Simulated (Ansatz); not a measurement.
# Resistivity from frozen vibrations: Mo(100) with 4 thermally displaced layers, 2x2

Aim: the resistivity of Mo at 180 K from frozen thermal displacements between perfect leads.

Program: Ansatz 0.2.0. Level of theory: Ansatz plane-wave DFT, PBE, PAW files; ballistic transport by layer matching (Landauer), zero bias; PAW set soft_1. Results are calculated unless marked as measured.

**1. The starting structure**

The cell holds 56 atoms: 56 Mo. Its edges and angles: a = 6.294 Å, b = 6.294 Å, c = 22.029 Å, α = 90.0°, β = 90.0°, γ = 90.0°. It derives from Mo. Regions: lead, 40 atoms (40 Mo); scattering region, 16 atoms (16 Mo). The structure is stacked along c, and the current runs across the ab planes.

**2. With 4 displaced layers**

Each atom of 4 layers is moved at random, by amounts drawn from a normal law 0.0396 Å wide in each direction from the Debye model (450 K) at 180 K. The layers about the cell's end stay perfect and serve as the lead. Disorder leaves little or no symmetry, which makes such runs dear. Energies from -0.05 to 0.05 eV in steps of 0.05 eV are too few for the program's thermal sum, so it prints no conductance; for a metal the transmission near the Fermi level serves, at a fraction of the cost.

Contents of input.yaml:

```yaml
crystal:
  lattice:
    - [6.294, 0.0, 0.0]
    - [0.0, 6.294, 0.0]
    - [0.0, 0.0, 22.029]
  atoms:
    - { symbol: Mo, position: [0.0, 0.0, 0.0357142857] }
    - { symbol: Mo, position: [0.0, 0.5, 0.0357142857] }
    - { symbol: Mo, position: [0.5, 0.0, 0.0357142857] }
    - { symbol: Mo, position: [0.5, 0.5, 0.0357142857] }
    - { symbol: Mo, position: [0.25, 0.25, 0.1071428571] }
    - { symbol: Mo, position: [0.25, 0.75, 0.1071428571] }
    - { symbol: Mo, position: [0.75, 0.25, 0.1071428571] }
    - { symbol: Mo, position: [0.75, 0.75, 0.1071428571] }
    - { symbol: Mo, position: [0.0, 0.0, 0.1785714286] }
    - { symbol: Mo, position: [0.0, 0.5, 0.1785714286] }
    - { symbol: Mo, position: [0.5, 0.0, 0.1785714286] }
    - { symbol: Mo, position: [0.5, 0.5, 0.1785714286] }
    - { symbol: Mo, position: [0.25, 0.25, 0.25] }
    - { symbol: Mo, position: [0.25, 0.75, 0.25] }
    - { symbol: Mo, position: [0.75, 0.25, 0.25] }
    - { symbol: Mo, position: [0.75, 0.75, 0.25] }
    - { symbol: Mo, position: [0.0, 0.0, 0.3214285714] }
    - { symbol: Mo, position: [0.0, 0.5, 0.3214285714] }
    - { symbol: Mo, position: [0.5, 0.0, 0.3214285714] }
    - { symbol: Mo, position: [0.5, 0.5, 0.3214285714] }
    - { symbol: Mo, position: [0.2499570367, 0.2565837506, 0.394190594] }
    - { symbol: Mo, position: [0.2545561152, 0.7601875326, 0.3906894272] }
    - { symbol: Mo, position: [0.746054347, 0.2416885982, 0.3926633929] }
    - { symbol: Mo, position: [0.7562855737, 0.7498618742, 0.3937487854] }
    - { symbol: Mo, position: [0.9879748554, 0.0009255269, 0.4626549385] }
    - { symbol: Mo, position: [0.0111731548, 0.5055812556, 0.4659927408] }
    - { symbol: Mo, position: [0.4996358982, 0.0038569596, 0.4654686674] }
    - { symbol: Mo, position: [0.4978325519, 0.4968698615, 0.4640793412] }
    - { symbol: Mo, position: [0.2461896759, 0.2462596114, 0.5352047481] }
    - { symbol: Mo, position: [0.245415809, 0.7548227724, 0.5328443608] }
    - { symbol: Mo, position: [0.7551829684, 0.2460630884, 0.5347326304] }
    - { symbol: Mo, position: [0.7414986401, 0.7490922332, 0.5352689652] }
    - { symbol: Mo, position: [0.0012048994, 0.9966407691, 0.6073114402] }
    - { symbol: Mo, position: [0.0114519658, 0.5025739801, 0.6061113043] }
    - { symbol: Mo, position: [0.5059982566, 0.9991894088, 0.6082107036] }
    - { symbol: Mo, position: [0.5038562368, 0.4975388848, 0.6036720047] }
    - { symbol: Mo, position: [0.25, 0.25, 0.6785714286] }
    - { symbol: Mo, position: [0.25, 0.75, 0.6785714286] }
    - { symbol: Mo, position: [0.75, 0.25, 0.6785714286] }
    - { symbol: Mo, position: [0.75, 0.75, 0.6785714286] }
    - { symbol: Mo, position: [0.0, 0.0, 0.75] }
    - { symbol: Mo, position: [0.0, 0.5, 0.75] }
    - { symbol: Mo, position: [0.5, 0.0, 0.75] }
    - { symbol: Mo, position: [0.5, 0.5, 0.75] }
    - { symbol: Mo, position: [0.25, 0.25, 0.8214285714] }
    - { symbol: Mo, position: [0.25, 0.75, 0.8214285714] }
    - { symbol: Mo, position: [0.75, 0.25, 0.8214285714] }
    - { symbol: Mo, position: [0.75, 0.75, 0.8214285714] }
    - { symbol: Mo, position: [0.0, 0.0, 0.8928571429] }
    - { symbol: Mo, position: [0.0, 0.5, 0.8928571429] }
    - { symbol: Mo, position: [0.5, 0.0, 0.8928571429] }
    - { symbol: Mo, position: [0.5, 0.5, 0.8928571429] }
    - { symbol: Mo, position: [0.25, 0.25, 0.9642857143] }
    - { symbol: Mo, position: [0.25, 0.75, 0.9642857143] }
    - { symbol: Mo, position: [0.75, 0.25, 0.9642857143] }
    - { symbol: Mo, position: [0.75, 0.75, 0.9642857143] }
kpoints:
  mp_grid: { grid: [4, 4, 1] }
hamiltonian:
  xc: pbe
  pseudopotentials: { kind: paw, azcp: { folder: soft_1 } }
scf:
  occupations: { method: fermi_dirac, width: 0.1 }
output:
  transmission: { leads: [[0, 4]], kmesh: [8, 8], e_range: [-0.05, 0.05], de: 0.05 }
  write_potential: true
  write_density: true
  volumetric_format: npy
  elf: true
```

On the command line:

```bash
$ ansatz run input.yaml --threads 4 --pin off --max-ram 15360MiB --backend cpu --events-out ev --progress --plain --runs-dir out
```

Numbers of over 12 decimals in the logs are rounded to 6 here.

What it wrote:

```text
Engine: ansatz 0.2.0, aarch64-unknown-linux-gnu
Pseudopotentials: kind: paw
Pseudopotential: Mo, paw, valence charge 14, recommended cutoff 420 eV (normal), soft_1/Mo.paw.azcp
Functional definition: PBE
  parameter kappa = 0.804
  parameter beta = 0.066725
  exchange = pbe_x(kappa = kappa, mu = beta*pi^2/3)
  correlation = pbe_c(beta = beta)
Crystal: 56 atoms, lattice volume = 872.666 Å³
Basis set: ecut = 420 eV, 17109 PW (Γ)
Bands: 471, of which v1, the nominal top of the filled ones, is band 392 counted from 1 (391 counted from 0)
Symmetry: 1 space group operations
Space group: P1 (ITA 1), of the structure as read, at distance tolerance 9.6e-5 Å
k-points: 10 of 16 (time reversal used)
Non-local potential: Mo, projectors of the file, l = 0: 3, l = 1: 2, l = 2: 2, l = 3: 1
PAW form: soft (Blöchl's): semilocal exchange-correlation on the pseudo side does not see the compensation charge
PAW one-centre angular grid: Mo, 590 points (default); XC on 64 Gauss nodes
Initial density: superposition of atomic densities (chi_scale 0.1, normalization cell)
Initial wavefunctions: pseudopotential atomic-orbital guess
Functional: x = pbe(κ = 0.804, μ = 0.219515), c = pbe(β = 0.066725)
SCF iter   1: F=—  HF=-277573.450167 eV  |F-HF|=—  |Δ(HF+E_count)|=         —  Δρ=1.06e-1  dr2=9.88e1  ethr=3.10e-3  ⟨swp⟩=4.2  Hψ=16576  notcnv=0
preconditioner: auto → Kerker (q_TF=auto, 2.680 Å⁻¹)  [metal: Δε(μ)=0.007 eV  Ē_g=4.670 eV  σ=0.100 eV  W_gap=0.02  n_scr=286 (ndim 8)  ℏωp=23.0 eV  f_vac=0.000  D(μ)=36.84/eV (n_scr^D=302)]
SCF iter   2: F=—  HF=-277547.952908 eV  |F-HF|=—  |Δ(HF+E_count)|=    2.55e1  Δρ=5.92e-2  dr2=2.87e1  ethr=3.10e-3  ⟨swp⟩=2.1  Hψ=9334  notcnv=0
SCF iter   3: F=—  HF=-277538.943208 eV  |F-HF|=—  |Δ(HF+E_count)|=    9.01e0  Δρ=7.99e-3  dr2=2.20e-1  ethr=3.10e-3  ⟨swp⟩=2.2  Hψ=8630  notcnv=0
SCF iter   4: F=—  HF=-277539.000345 eV  |F-HF|=—  |Δ(HF+E_count)|=   5.71e-2  Δρ=9.20e-4  dr2=6.09e-3  ethr=2.80e-5  ⟨swp⟩=2.9  Hψ=8794  notcnv=0
SCF iter   5: F=—  HF=-277539.000637 eV  |F-HF|=—  |Δ(HF+E_count)|=   2.93e-4  Δρ=1.55e-4  dr2=7.79e-5  ethr=7.77e-7  ⟨swp⟩=2.0  Hψ=8019  notcnv=0
SCF iter   6: F=—  HF=-277538.999694 eV  |F-HF|=—  |Δ(HF+E_count)|=   9.43e-4  Δρ=2.48e-5  dr2=2.87e-6  ethr=9.93e-9  ⟨swp⟩=2.2  Hψ=8789  notcnv=0
SCF iter   7: F=—  HF=-277538.999695 eV  |F-HF|=—  |Δ(HF+E_count)|=   2.02e-7  Δρ=3.93e-6  dr2=1.21e-7  ethr=3.65e-10  ⟨swp⟩=3.0  Hψ=9735  notcnv=0
SCF iter   8: F=-277538.999695 eV  HF=-277538.999695 eV  |F-HF|=6.29e-9  |Δ(HF+E_count)|=   2.44e-9  Δρ=7.44e-7  dr2=8.93e-9  ethr=1.28e-11  ⟨swp⟩=6.5  Hψ=10700  notcnv=0
SCF 1 converged in 8 iterations: F = -277538.999695 eV  dr2 = 8.93e-9
  greatest PAW one-centre occupation: 0.999 electrons in one spin orbital (limit 2), on the Mo atom at site 24 (counted from 0), in its partial waves of l = 0
transmission: 147 of 1462 steps passed
transmission: 294 of 1462 steps passed
[...]
transmission: 1462 of 1462 steps passed
SCF converged after 8 iterations
Free energy (F): -277538.999695 eV
Harris-Foulkes:  -277538.999695 eV  (|F-HF|=6.29e-9)
Internal energy: -277537.568161 eV  (E = F + TS)
E sigma→0 (E₀):  -277538.283928 eV
Entropy (-TS):   -1.431533 eV (-25.563 meV/atom)
Fermi energy:    21.184652 eV
--- Per-component energies (eV) ---
  E_band       = -3032.091540
  E_kinetic    = 23664.867992
  E_local      = -43043.416192  (includes V_loc(G=0)·N_el)
  E_nonlocal   = 8293.186786
  E_hartree    = 14661.127408
  E_xc         = -9881.759460
  E_vxc        = -12321.191280  (∫ρ·V_xc dr)
  E_paw        = -179862.115790  (= ΣΔE_a)
  E_vpaw       = -8947.793302  (= ΣTr[D̂ρ^β])
  E_aug_tail   = 0.002640  (compensation charges beyond the density's cutoff)
  E_ewald      = -91369.461545
  E_smearing   = -1.431533  (= −TS)
  E_closure    = -0.000000  (closes the sum)
  Σ components = -277538.999695   (vs F -277538.999695, Δ=0.00e0)
--- Band table (eV; the first three rows and the last of 10) ---
  k-point 0: bands = [... 388 lower, 21.1443, 21.1625, 21.1702, 21.1733, 21.1822, 21.1884, 21.2106, 21.2410, ... 75 higher]
  k-point 1: bands = [... 388 lower, 21.1770, 21.1820, 21.1932, 21.2435, 21.2570, 21.2725, 21.2888, 21.3074, ... 75 higher]
  k-point 2: bands = [... 388 lower, 21.1873, 21.2266, 21.2514, 21.2642, 21.2764, 21.3055, 21.3490, 21.3529, ... 75 higher]
  k-point 9: bands = [... 388 lower, 20.3447, 20.3631, 20.4011, 20.4204, 21.4477, 21.4597, 21.4626, 21.4870, ... 75 higher]
--- Transmission ---
  basis      : 349 plane waves across, 43 finite elements along
  points     : 34, standing for a mesh of 8 x 8
  energies   : 3 from -0.050000 to 0.050000 eV about the Fermi level, 0.050000 eV apart; the leads are filled to 0.000000 eV, and channels, transmission and decay are at 0.000000 eV
  crystal 0  : Mo4, at the sites [0, 4], period 1.5735 Å, over 15.73 Å; its Hamiltonian steps by up to 0.9 meV
    offset         : up to 0.0000 Å between an atom of the period and one for which it stands
    channels       : 6.781250e0 a spin
    conductance    : none, the energies end too early or step too widely for 300 K: set another output.transmission.e_range or a lower de, or, where they end at an eighth of basis.ecutwfc, a higher one
    slowest decay  : 0.0512 /Å at (0.5000, 0.3750)
  junction   : crystal 0 to crystal 0, 0.70 to 21.15 Å
    transmission   : 6.465153e0 a spin
    conductance    : none, the energies end too early or step too widely for 300 K: set another output.transmission.e_range or a lower de, or, where they end at an eighth of basis.ecutwfc, a higher one
```

The job ended after 15 min (4 threads of Arm Neoverse V1, shared host; peak memory 7.7 GiB).

Reading the cycles: dr2 is the Hartree energy of the density residual (eV), the measure of convergence; HF is the Harris–Foulkes estimate of the energy, which meets the free energy F at convergence.

Numbers from this step:

```
free energy                                    : -277538.9997 eV
energy at zero smearing                        : -277538.2839 eV
Fermi energy                                   : 21.18 eV
cell area                                      : 39.61 Å²
transmission per spin nearest the Fermi level  : 6.465
open channels per spin nearest the Fermi level : 6.781
step of the lead's potential                   : 0.9 meV
```

Per spin. Transmission, zone mean against energy, zero at the Fermi level:

```csv
energy (eV),"transmission, zone mean"
-0.0500,6.26
0.0000,6.47
0.0500,6.57
```

Per spin. Table of open channels, zone mean, lead by energy, zero at the Fermi level:

```csv
energy (eV),"open channels, zone mean, lead"
-0.0500,6.59
0.0000,6.78
0.0500,6.91
```

Transmission over k1 and k2. At 0.0000 eV from the Fermi level.

Ten even steps from '0' (0.0) to '9' (14.1):
```
00134310
21379731
23799973
24999994
23799973
21379731
00134310
00222220
```
Columns: k1 (b1) from -0.5 to 0.375; rows upwards: k2 (b2) from -0.5 to 0.375.

Open channels over k1 and k2. At 0.0000 eV from the Fermi level.

Ten even steps from '_' (0.0) to '@' (15.0):
```
____..--==--..__
::..==%%@@%%==..
::--%%@@@@@@%%--
::==@@@@@@@@@@==
::--%%@@@@@@%%--
::..==%%@@%%==..
____..--==--..__
____::::::::::__
```
Columns: k1 (b1) from -0.5 to 0.375; rows upwards: k2 (b2) from -0.5 to 0.375.

ELF in the ca plane at fractional y = 0.000, with atoms of Mo within 0.2 Å of it. It is the smooth field of the valence electrons, not physical close to the nuclei.

Values, 9 rows by 16 columns, each cell a mean:
```
0.49 0.53 0.32 0.42 0.59 0.32 0.38 0.62 0.32 0.32 0.62 0.36 0.32 0.59 0.41 0.32
0.31 0.29 0.42 0.34 0.26 0.41 0.36 0.27 0.39 0.39 0.26 0.37 0.41 0.26 0.34 0.42
0.34 0.32 0.42 0.37 0.29 0.41 0.40 0.28 0.41 0.41 0.26 0.39 0.41 0.28 0.37 0.41
0.43 0.47 0.36 0.38 0.52 0.34 0.34 0.55 0.34 0.34 0.57 0.36 0.34 0.53 0.38 0.36
0.52 0.56 0.26 0.46 0.59 0.28 0.37 0.61 0.32 0.32 0.61 0.39 0.28 0.59 0.45 0.26
0.35 0.37 0.40 0.34 0.40 0.38 0.33 0.42 0.35 0.35 0.39 0.33 0.37 0.40 0.34 0.40
0.38 0.35 0.41 0.41 0.33 0.41 0.41 0.32 0.42 0.42 0.31 0.42 0.41 0.32 0.41 0.41
0.31 0.31 0.42 0.32 0.31 0.39 0.33 0.27 0.38 0.37 0.32 0.34 0.39 0.31 0.32 0.41
0.51 0.56 0.28 0.45 0.60 0.29 0.39 0.62 0.31 0.32 0.62 0.37 0.29 0.60 0.44 0.28
```
Columns run along c (16.0 Å, from fractional 0.14 to 0.86 of the cell), rows up along a (6.3 Å). Atoms in or near the plane, at fractional coordinates: Mo at (0.18, 0.00), Mo at (0.18, 0.50), Mo at (0.32, 0.00), Mo at (0.32, 0.50), Mo at (0.46, 0.99), Mo at (0.47, 0.50), Mo at (0.61, 0.00), Mo at (0.61, 0.51), Mo at (0.75, 0.00), Mo at (0.75, 0.50).

Valence density in the ca plane at fractional y = 0.000, with atoms of Mo within 0.2 Å of it. It is the smooth field of the valence electrons, not physical close to the nuclei.

Ten even steps from '0' (0.2 e/Å³) to '9' (7.0 e/Å³), each cell a mean:
```
15884000016973000038961000048851000159830000
01331000002331000014530000013310000023310000
00000000000000000000000000000000000000000000
00000000000000000000000000000000000000000000
00000000000000000000000000000000000000000000
00000000000000000000000000000000000000000000
02331000002431000013420000014420000024310000
15884000016973000027972000048951000159830000
16995000027983000038982000049961000169940000
03663000014652000015651000025630000036620000
00110000001110000001110000001100000001100000
00000000000000000000000000000000000000000000
00000000000000000000000000000000000000000000
00000000000000000000000000000000000000000000
00110000001110000000100000001100000001100000
03663000014752000014530000036630000146620000
16995000027983000048971000059961000169940000
```
Columns run along c (16.0 Å, from fractional 0.14 to 0.86 of the cell), rows up along a (6.3 Å). Atoms in or near the plane, at fractional coordinates: Mo at (0.18, 0.00), Mo at (0.18, 0.50), Mo at (0.32, 0.00), Mo at (0.32, 0.50), Mo at (0.46, 0.99), Mo at (0.47, 0.50), Mo at (0.61, 0.00), Mo at (0.61, 0.51), Mo at (0.75, 0.00), Mo at (0.75, 0.50).

Electrostatic potential energy in the ca plane at fractional y = 0.000, with atoms of Mo within 0.2 Å of it. With pseudopotentials it is smooth inside the atoms' cores, unlike the true potential.

Ten even steps from '0' (-56 eV) to '9' (22 eV), each cell a mean:
```
72003799952014899830016999730026999620047998
86446899985347999863247999964468999853469999
98889999998889999987789999998889999988899999
99999999999999999999999999999999999999999999
99999999999999999999999999999999999999999999
98889999998789999998789999987789999988899999
85346899985347999974347999863358999853469999
72003799951014899841015899730026999620037998
62002799851003899840004899730016999610037998
74124899973125899962136999852247999731258999
97668999987668999986678999986679999976689999
99999999999999999999999999999999999999999999
99999999999999999999999999999999999999999999
99999999999999999999999999999999999999999999
97667999987568999987679999976679999976689999
74124899963125899863247999841147999731258999
62002799851003899730015999720026999610037998
```
Columns run along c (16.0 Å, from fractional 0.14 to 0.86 of the cell; values clipped at the 3rd and 97th percentile), rows up along a (6.3 Å). Atoms in or near the plane, at fractional coordinates: Mo at (0.18, 0.00), Mo at (0.18, 0.50), Mo at (0.32, 0.00), Mo at (0.32, 0.50), Mo at (0.46, 0.99), Mo at (0.47, 0.50), Mo at (0.61, 0.00), Mo at (0.61, 0.51), Mo at (0.75, 0.00), Mo at (0.75, 0.50).

Over the solved energies the transmission per spin lies between 6.26 and 6.57, out of 6.76 channels of the lead on average (up to 6.91).

(Part 1 of 2 ends here.)

[Logs are printed without paths, hosts, clocks, repeated set-up lines and the standing remarks that a program may print on its own settings, such as how far it seeks lower states.]

[Hosts, paths, dates, database ids (printed as entryN), source tags and the programs' standing remarks are cut or masked in the printed files.]
